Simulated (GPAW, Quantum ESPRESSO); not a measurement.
# Near-edge structure at the Ag L₃ edge of CdAg (Pm-3m), part 2 of 2

Aim: the near-edge shape at the Ag L₃ edge of CdAg (Pm-3m), and what the core hole does to it.

GPAW 26.7.0; X-ray absorption from dipole matrix elements to empty bands, plane-wave PAW LDA.

So far. Step 2 (Ground state of the crystal): The mesh shows no gap, so the system is treated as a metal and the core electron is put at the Fermi level (neutral cell). Step 3 (Spectrum without a core hole, Ag atom 2): Main maxima below 30 eV (height): 2.6 eV (1.14), 11.8 eV (1.02), 18.6 eV (1.37) and 24.6 eV (1.19). At an L edge the dipole rule selects empty d and s states; the absorber's d shell is nominally full, so the onset shows only d character mixed into the empty bands.

**5. Spectrum with XCH, Ag atom 2**

The holes are 5.8 Å apart. In GPAW the data set carries the hole's charge, so charge=0 means a charged cell and charge=-1 a neutral one. The excited electron is kept in the cell, where it fills the lowest empty states and screens the hole. After the field has converged, empty bands are computed with the density fixed and the dipole matrix elements are summed.

xas.py

```python
import numpy as np
from ase import Atoms
from ase.parallel import parprint, paropen
from gpaw import GPAW, PW, FermiDirac, Mixer, MixerDif, setup_paths
from gpaw.test import gen
setup_paths.insert(0, '.')
gen('Ag', name='fch2p', xcname='LDA', corehole=(2, 1, 1), write_xml=True)
from gpaw.mpi import world
world.barrier()

atoms = Atoms('Cd4Ag4',
    cell=[[3.33, 3.33, 3.33],
     [-3.33, 3.33, -3.33],
     [-3.33, 3.33, 3.33]],
    scaled_positions=[[0.5, 0, 0],
     [0, 0.5, 0],
     [0.5, 0.5, 0.5],
     [0, 0, 0.5],
     [0, 0, 0],
     [0.5, 0.5, 0],
     [0, 0.5, 0.5],
     [0.5, 0, 0.5]],
    pbc=True)
atoms.calc = calc = GPAW(legacy_gpaw=True, mode=PW(500), xc='LDA', setups={4: 'fch2p'},
    kpts={'size': (5, 5, 5), 'gamma': True}, occupations=FermiDirac(0.1),
    charge=-1, mixer=Mixer(0.1, 5, 50), maxiter=150,
    convergence={'density': 0.0001}, txt='scf.txt')
energy = atoms.get_potential_energy() + calc.get_reference_energy()
ef = calc.get_fermi_level()
out = dict(energy=energy, fermi=ef, forces=atoms.get_forces().tolist())
parprint(f'all-electron energy {energy:.4f} eV, Fermi level {ef:.4f} eV')
ev = np.array([[calc.get_eigenvalues(k, s) for k in range(len(calc.get_ibz_k_points()))] for s in range(calc.get_number_of_spins())])
out['homo'], out['lumo'], out['counts'] = ev[ev < ef].max(), ev[ev > ef].min(), sorted(set((ev < ef).sum((0, 2)).tolist()))
out['filled'] = (ev[:, 0] < ef).sum(1).tolist()

from ase.units import Ha
from gpaw.xas import dipole_matrix_elements
nb = int(calc.get_number_of_electrons() / 2) + 91
top, nb = nb, nb + 8 + nb // 12
nscf = calc.fixed_density(kpts={'size': (7, 7, 7), 'gamma': True}, nbands=nb,
    convergence={'bands': top, 'eigenstates': 1e-5}, maxiter=60, txt='nscf.txt')
cell = atoms.cell.array
ops = [cell.T @ U.T @ np.linalg.inv(cell.T) for U in nscf.wfs.kd.symmetry.op_scc]
E = np.arange(-6, 34, 0.1)
fwhm = np.interp(E, [4, 25], [2.4, 3.5])
Y, X, zero, highest = 0, 0, 1e9, 1e9
for spin in range(nscf.get_number_of_spins()):
    wfs = nscf.wfs
    A = dipole_matrix_elements(wfs.setups[4])
    eps = np.zeros((wfs.kd.nibzkpts, nb))
    d = np.zeros((3, A.shape[1], wfs.kd.nibzkpts, nb), complex)
    for kpt in wfs.kpt_u:
        if kpt.s == spin and 4 in kpt.P_ani:
            eps[kpt.k] = kpt.eps_n * Ha
            d[:, :, kpt.k] = (kpt.weight * wfs.nspins / 2) ** 0.5 * np.inner(A, kpt.P_ani[4])
    world.sum(eps)
    world.sum(d)
    T = np.einsum('amkn,bmkn->abkn', d, d.conj()).real
    T = sum(np.einsum('ai,ijkn,bj->abkn', R, T, R) for R in ops) / len(ops)
    empty = eps > ef
    zero, highest = min(zero, eps[empty].min()), min(highest, eps[:, top - 1].min())
    lines = [(eps, T, empty)] if spin == 0 else lines + [(eps, T, empty)]
for eps, T, empty in lines:
    f = np.einsum('aakn->akn', T).reshape(3, -1)
    x = eps.ravel() - zero
    w = np.interp(x, E, fwhm) / 2.35482
    g = np.exp(-0.5 * ((E[:, None] - x) / w) ** 2) / (w * (2 * np.pi) ** 0.5)
    Y = Y + (f * empty.ravel()) @ g.T
    X = X + (f * ~empty.ravel()) @ g.T
out.update(E=E.round(2).tolist(), xas=Y.tolist(), xes=X.tolist(), zero=zero, valid=highest - zero, nk=len(eps), nb=nb)
for i in range(0, len(E), 10):
    parprint(f'{E[i]:7.2f}', *(f'{v:10.3e}' for v in Y[:, i]))
import json
with paropen('out.json', 'w') as f:
    json.dump(out, f)
```

Command:

```bash
> OMP_NUM_THREADS=1 mpirun -n 4 gpaw python xas.py
```

Numbers of over 12 decimals in the logs are rounded to 6 here.

What it wrote:

```text
Input parameters:
  charge: -1
  convergence: {density: 0.0001}
  kpts: {gamma: True,
         size: (5, 5, 5)}
  maxiter: 150
  mixer: {backend: pulay,
          beta: 0.1,
          method: separate,
          nmaxold: 5,
          weight: 50}
  mode: {ecut: 500.0,
         name: pw}
  occupations: {fixmagmom: False,
                name: fermi-dirac,
                width: 0.1}
  setups: {4: fch2p}

Initialize ...

[... PAW data sets ...]

Reference energy: -1182598.087631  # eV

Spin-paired calculation

[... convergence settings ...]
Symmetries present (total): 48
  [... symmetry matrices ...]

125 k-points: 5 x 5 x 5 Monkhorst-Pack grid
10 k-points in the irreducible part of the Brillouin zone
       k-points in crystal coordinates                weights
   0:     0.00000000    0.00000000    0.00000000          1/125
   1:     0.20000000    0.00000000    0.20000000         12/125
   2:     0.20000000    0.20000000    0.20000000          6/125
   3:     0.40000000    0.00000000    0.20000000         24/125
   4:     0.40000000    0.00000000    0.40000000         12/125
   5:     0.40000000    0.20000000   -0.20000000          8/125
   6:     0.40000000    0.20000000    0.40000000         24/125
   7:     0.40000000    0.40000000    0.00000000         24/125
   8:     0.40000000    0.40000000    0.20000000          8/125
   9:     0.40000000    0.40000000    0.40000000          6/125

Wave functions: Plane wave expansion
  Cutoff energy: 500.000 eV
  Number of coefficients (min, max): 3732, 3781
  Pulay-stress correction: 0.000000 eV/Ang^3 (de/decut=0.000000)
  Using FFTW library
  Wavefunction extrapolation:
    Improved wavefunction reuse through dual PAW basis

Occupation numbers: Fermi-Dirac:
  width: 0.1000  # eV

Eigensolver
   Davidson(niter=2)

Densities:
  Coarse grid: 30*30*30 grid
  Fine grid: 60*60*60 grid
  Total Charge: 0.000000

Density mixing:
  Method: separate
  Backend: pulay
  Linear mixing parameter: 0.1
  old densities: 5
  Width of damping distribution: 1.1
  Damping of long wavelength oscillations: 50

[... Hamiltonian set-up ...]
Number of atoms: 8
Number of atomic orbitals: 84
Number of bands in calculation: 75
Number of valence electrons: 117
Bands to converge: occupied

... initialized

Initializing position-dependent things.

Density initialized from atomic densities
Creating initial wave functions:
  75 bands from LCAO basis set

                  Ag
               Cd

            Cd       Cd
         Ag       Ag

               Ag
            Cd

Atomic positions and initial magnetic moments

Positions:
   0 Cd     1.665000    1.665000    1.665000    ( 0.0000,  0.0000,  0.0000)
   1 Cd    -1.665000    1.665000   -1.665000    ( 0.0000,  0.0000,  0.0000)
   2 Cd    -1.665000    4.995000    1.665000    ( 0.0000,  0.0000,  0.0000)
   3 Cd    -1.665000    1.665000    1.665000    ( 0.0000,  0.0000,  0.0000)
   4 Ag     0.000000    0.000000    0.000000    ( 0.0000,  0.0000,  0.0000)
   5 Ag     0.000000    3.330000    0.000000    ( 0.0000,  0.0000,  0.0000)
   6 Ag    -3.330000    3.330000    0.000000    ( 0.0000,  0.0000,  0.0000)
   7 Ag     0.000000    3.330000    3.330000    ( 0.0000,  0.0000,  0.0000)

Unit cell:
           periodic     x           y           z      points  spacing
  1. axis:    yes    3.330000    3.330000    3.330000    30     0.1570
  2. axis:    yes   -3.330000    3.330000   -3.330000    30     0.1570
  3. axis:    yes   -3.330000    3.330000    3.330000    30     0.1570

  Lengths:   5.767729   5.767729   5.767729
  Angles:   70.528779  70.528779 109.471221

Effective grid spacing dv^(1/3) = 0.1762

iter:   1   -33.644952
iter:   2   -31.910884   -1.82  -1.34
iter:   3   -30.220865   -1.67  -1.43
iter:   4   -30.155472   -2.67  -1.74
iter:   5   -30.183770   -2.29  -1.81
iter:   6   -30.007598   -2.62  -2.65
iter:   7   -30.002056   -3.85  -2.83
iter:   8   -30.001010c  -4.69  -3.11
iter:   9   -29.999512c  -4.32  -3.36
iter:  10   -29.999598c  -4.95  -3.81
iter:  11   -29.999347c  -5.51  -3.67
iter:  12   -29.999363c  -6.64  -4.13c
iter:  13   -29.999380c  -6.94  -4.23c
iter:  14   -29.999348c  -6.72  -4.52c
iter:  15   -29.999343c  -7.34  -4.85c
iter:  16   -29.999342c  -8.18c -5.15c

Converged after 16 iterations.

Dipole moment: (0.000000, 0.000000, 0.000000) |e|*Ang

Energy contributions relative to reference atoms: (reference = -1182598.087631)

Kinetic:        +12.117370
Potential:      -10.359329
External:        +0.000000
XC:             -32.725176
Entropy (-ST):   -0.098723
Local:           +1.017155
SIC:             +0.000000
--------------------------
Free energy:    -30.048703
Extrapolated:   -29.999342

Showing only first 2 kpts
 Kpt  Band  Eigenvalues  Occupancy
  0    56      6.84319    2.00000
  0    57      6.84319    2.00000
  0    58      6.84319    2.00000
  0    59      9.11795    0.00333

  1    56      6.53680    2.00000
  1    57      6.58420    2.00000
  1    58      7.27941    1.99999
[...]
Fermi level: 8.47841

No gap
No difference between direct/indirect transitions

Forces in eV/Ang:
  0 Cd   -0.00000   -0.00000    0.00000
  1 Cd    0.00000    0.00000   -0.00000
  2 Cd    0.00000   -0.00000   -0.00000
  3 Cd    0.00000    0.00000    0.00000
  4 Ag   -0.00000    0.00000    0.00000
  5 Ag   -0.00000   -0.00000   -0.00000
  6 Ag   -0.00000   -0.00000    0.00000
  7 Ag   -0.00000    0.00000    0.00000
Scalar-relativistic atomic LDA calculation for Ag (Silver, Z=47)
Core hole in 2p state (2p occupation: 5.0)
750 radial gridpoints.
|------------------------------------------------|
|------------------------------------------------|
[... the atom generator's iteration count ...]

Energy contributions:
-------------------------
Kinetic:    +5382.049573
XC:          -139.239123
Potential: -10426.692819
-------------------------
Total:      -5183.882370

state      eigenvalue         ekin         rmax
-----------------------------------------------
1s^2.0 :  -935.706073  1180.107589        0.020
2s^2.0 :  -140.979903   246.562069        0.114
2p^5.0 :  -127.535719   235.527054        0.091
3s^2.0 :   -26.643061    69.777410        0.329
3p^6.0 :   -22.103455    65.181279        0.321
3d^10.0:   -14.891474    59.869649        0.266
4s^2.0 :    -4.104533    18.097505        0.804
4p^6.0 :    -2.742751    15.187674        0.851
4d^10.0:    -0.772646     9.230113        0.978
5s^1.0 :    -0.484124     2.113827        2.260
5p^0.0 :    -0.277542     1.241982        2.830
-----------------------------------------------
(units: Bohr and Hartree)

Generating PAW setup
Kinetic energy of the core from tauc = 5328.867514319916
Cutoffs:
rc(s)=2.430
rc(p)=2.510
rc(d)=2.230
rc(vbar)=2.460
rc(comp)=2.370
rc(nct)=2.510

Kinetic energy of the core states: 5196.508577
Charge: 1.0
Core electrons: 29.0
Valence electrons: 17.0
Pseudo-core charge: 0.052912
Shape function alpha=1.780
Pseudo-electron charge 5.158530
state    eigenvalue         norm
--------------------------------
5s(1) :    -0.484124     1.105036
*s    :     0.515876
4p(6) :    -2.742751     0.077046
5p(0) :    -0.277542     1.013030
4d(10):    -0.772646     0.353831
*d    :     0.227354
--------------------------------

Diagonalizing with gridspacing h=0.050

state   all-electron     PAW
-------------------------------
5s:      -0.484124    -0.484379
4p:      -2.742751    -2.743231
4d:      -0.772646    -0.773501
*f:                   -0.020772
-------------------------------
all-electron energy -1182628.0870 eV, Fermi level 8.4784 eV
[...]
31.00  3.141e-06  3.141e-06  3.141e-06
  32.00  3.575e-06  3.575e-06  3.575e-06
  33.00  3.991e-06  3.991e-06  3.991e-06
```

The job ended after 84 s (4 MPI ranks of Arm Neoverse V2, shared host; peak memory 0.37 GiB; 5.6 min of CPU time).

The Ag L₃ spectrum, Ag atom 2, excited-electron core hole (neutral cell) (energy from the lowest empty level; intensity scaled to a mean of 1 over the first 20 eV):

```csv
E (eV),intensity
-2.0,0.01
-1.5,0.04
-1.0,0.10
-0.5,0.20
0.0,0.35
0.5,0.51
1.0,0.66
1.5,0.77
2.0,0.83
2.5,0.86
3.0,0.87
3.5,0.88
4.0,0.89
4.5,0.90
5.0,0.90
5.5,0.89
6.0,0.86
6.5,0.84
7.0,0.83
7.5,0.82
8.0,0.83
8.5,0.85
9.0,0.89
9.5,0.95
10.0,1.02
10.5,1.07
11.0,1.09
11.5,1.08
12.0,1.04
12.5,0.98
13.0,0.91
13.5,0.86
14.0,0.84
14.5,0.87
15.0,0.95
15.5,1.09
16.0,1.24
16.5,1.38
17.0,1.48
17.5,1.52
18.0,1.52
18.5,1.49
19.0,1.45
19.5,1.39
20.0,1.34
20.5,1.29
21.0,1.26
21.5,1.24
22.0,1.23
22.5,1.24
23.0,1.26
23.5,1.28
24.0,1.28
24.5,1.28
25.0,1.25
25.5,1.20
26.0,1.15
26.5,1.09
27.0,1.04
27.5,1.00
28.0,0.97
28.5,0.95
29.0,0.94
29.5,0.95
30.0,0.97
30.5,1.00
31.0,1.05
31.5,1.12
32.0,1.20
```

Main maxima below 30 eV (height): 4.8 eV (0.90), 11.0 eV (1.09), 17.8 eV (1.53) and 24.0 eV (1.28). 

**6. What the core hole does**

Both curves are counted from their own zero, so only the shift of weight within the empty states shows.

```csv
E (eV),no hole,XCH
-2.0,0.03,0.01
-1.0,0.17,0.10
0.0,0.49,0.35
1.0,0.85,0.66
2.0,1.11,0.83
3.0,1.13,0.87
4.0,1.05,0.89
5.0,1.02,0.90
6.0,0.99,0.86
7.0,0.94,0.83
8.0,0.89,0.83
9.0,0.87,0.89
10.0,0.92,1.02
11.0,0.99,1.09
12.0,1.02,1.04
13.0,0.94,0.91
14.0,0.81,0.84
15.0,0.77,0.95
16.0,0.91,1.24
17.0,1.15,1.48
18.0,1.33,1.52
19.0,1.36,1.45
20.0,1.27,1.34
21.0,1.17,1.26
22.0,1.12,1.23
23.0,1.13,1.26
24.0,1.17,1.28
25.0,1.18,1.25
26.0,1.13,1.15
27.0,1.03,1.04
28.0,0.93,0.97
29.0,0.87,0.94
30.0,0.85,0.97
31.0,0.88,1.05
32.0,0.96,1.20
```

With each curve scaled to its own mean, the area from −2 to 6 eV with the hole is 5.0 against 6.3, and the centre of weight from −1 to 20 eV moves by +0.9 eV (first and strongest maxima below 20 eV: 2.6 eV (1.14), 11.8 eV (1.02) and 18.6 eV (1.37) without the hole, 4.8 eV (0.90), 11.0 eV (1.09) and 17.8 eV (1.53) with it): the near-edge weight falls against the higher-lying part.

**7. Runs not followed above**

These runs aren't followed: redraws of a spectrum that repeat one shown, runs with a planted fault or a state judged unsound, or a program's part that gave no sound spectrum.

| program | step | status | elapsed |
| --- | --- | --- | --- |
| Quantum ESPRESSO | ground state | converged | 5.9 s |
| Quantum ESPRESSO | no core hole | converged | 32 s |
| Quantum ESPRESSO | no core hole, redrawn | converged | 5.9 s |
| Quantum ESPRESSO | supercell ground state | converged | 47 s |
| Quantum ESPRESSO | core-hole potential | converged | 0.75 s |
| Quantum ESPRESSO | supercell with XCH | converged | 56 s |
| Quantum ESPRESSO | spectrum with XCH | converged | 2.1 min |
| Quantum ESPRESSO | spectrum with XCH, redrawn | converged | 2.6 s |
| Quantum ESPRESSO | supercell with XCH | converged | 56 s |
| Quantum ESPRESSO | edge energy | converged | 0 s |

**8. What came out**

| Property | Result |
| --- | --- |
| absorber and edge | Ag L₃, atom 2 of the ground-state input (counted from 1) |
| surroundings | 8 Cd at 2.88 Å and 6 Ag at 3.33 Å (cube and octahedron, as in bcc, site symmetry m-3m) |
| highest intensity below 24 eV | 17.8 eV above the zero, height 1.53 |

What this shows: The Ag L₃ edge of atom 2, with 8 Cd at 2.88 Å and 6 Ag at 3.33 Å (cube and octahedron, as in bcc, site symmetry m-3m), has its highest intensity of the first 24 eV at 17.8 eV above the zero, 1.5 times the mean level of the first 20 eV (Gaussian full width 2.4 eV up to 4 eV, rising linearly to 3.5 eV at 25 eV). With each curve scaled to its own mean, the area from −2 to 6 eV with the hole is 5.0 against 6.3, and the centre of weight from −1 to 20 eV moves by +0.9 eV (first and strongest maxima below 20 eV: 2.6 eV (1.14), 11.8 eV (1.02) and 18.6 eV (1.37) without the hole, 4.8 eV (0.90), 11.0 eV (1.09) and 17.8 eV (1.53) with it): the near-edge weight falls against the higher-lying part. The same cell was also set up in Quantum ESPRESSO; that part failed, was judged unsound or used a data set known to give false states; its runs are listed without their results. 1 further run of this session is left out of this account as redundant. Only the L₃ part is meant: spin–orbit coupling of the core level isn't computed and the L₂ copy isn't added. The script folds with a Gaussian, whereas the core hole's own line is a Lorentzian, so the onset is too steep and the first peak too high. The holes are only 5.8 Å apart, so the shape is probably not converged with cell size; no larger cell was run here. Lifetime broadening is put in by hand, and intensities beyond about 20 eV depend on it and on the partial waves. The structure is a published determination, not relaxed.

[Banner, clock and machine lines of the logs are left out without a mark of their own.]

[Logs are printed without paths, hosts, clocks, repeated set-up lines and the standing remarks that a program may print on its own settings, such as how far it seeks lower states.]

[Hosts, paths, dates, database ids (printed as entryN), source tags and the programs' standing remarks are cut or masked in the printed files.]

[Lists of maxima count a maximum above −3 eV only where it reaches 4 % of the highest in the window and stands out from its surroundings by 2 % of it (1.5 % where it reaches 55 %); shoulders and weaker maxima are passed over, and of the rest the first, up to two pre-edge ones and the few strongest are named.]
